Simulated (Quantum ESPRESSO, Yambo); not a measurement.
An input for Yambo 5.3.0 (PtS2 (1T monolayer)):

```
HF_and_locXC
gw0
dyson
ppa
em1d
rim_cut
rim_w
RandQpts= 3000000
RandGvec= 100 RL
CUTGeo= "slab z"
RandGvecW= 9 RL
EXXRLvcs= 76 Ry
VXCRLvcs= 304 Ry
Chimod= "HARTREE"
% BndsRnXp
 1 | 92 |
%
NGsBlkXp= 391 RL
% LongDrXp
 1 | 1 | 0 |
%
% GbndRnge
 1 | 92 |
%
DysSolver= "n"
ExtendOut
PPAPntXp= 27.21138 eV
% QPkrange
 2 | 2 | 14 | 17 |
 5 | 5 | 14 | 17 |
 1 | 1 | 14 | 17 |
%
```

```sh
OMP_NUM_THREADS=2 mpirun -n 2 yambo -F gw3.in -J gw3 -C gw3 > gw3.log
```

The stored states that it reads are on a 6×6×1 mesh. The cell holds 3 atoms: 1 Pt and 2 S. Cell: a = 3.502 Å, b = 3.502 Å, c = 15.000 Å, α = 90.0°, β = 90.0°, γ = 120.0°. It derives from  (PtS2_1t-mono). Vacuum lies along c.

Q: Estimate wall time and host memory on 2 MPI ranks of Arm Neoverse V1, shared host.

It took 2.9 min; on shared hardware allow 87 s to 5.8 min. Peak host memory was 1.4 GiB.

The screening grows as filled bands × empty bands × pairs of k points, times the square of the screening basis for the matrix.

[Paths, hosts, dates, memory and timing lines, banners, echoed tables and standing remarks are left out of the program output.]

[Logs are printed without paths, hosts, clocks, repeated set-up lines and the standing remarks that a program may print on its own settings, such as how far it seeks lower states.]

[Runs of the session that timed out or met a known fault of the program may be left out.]

[Hosts, paths, dates, database ids (printed as entryN), source tags and the programs' standing remarks are cut or masked in the printed files.]
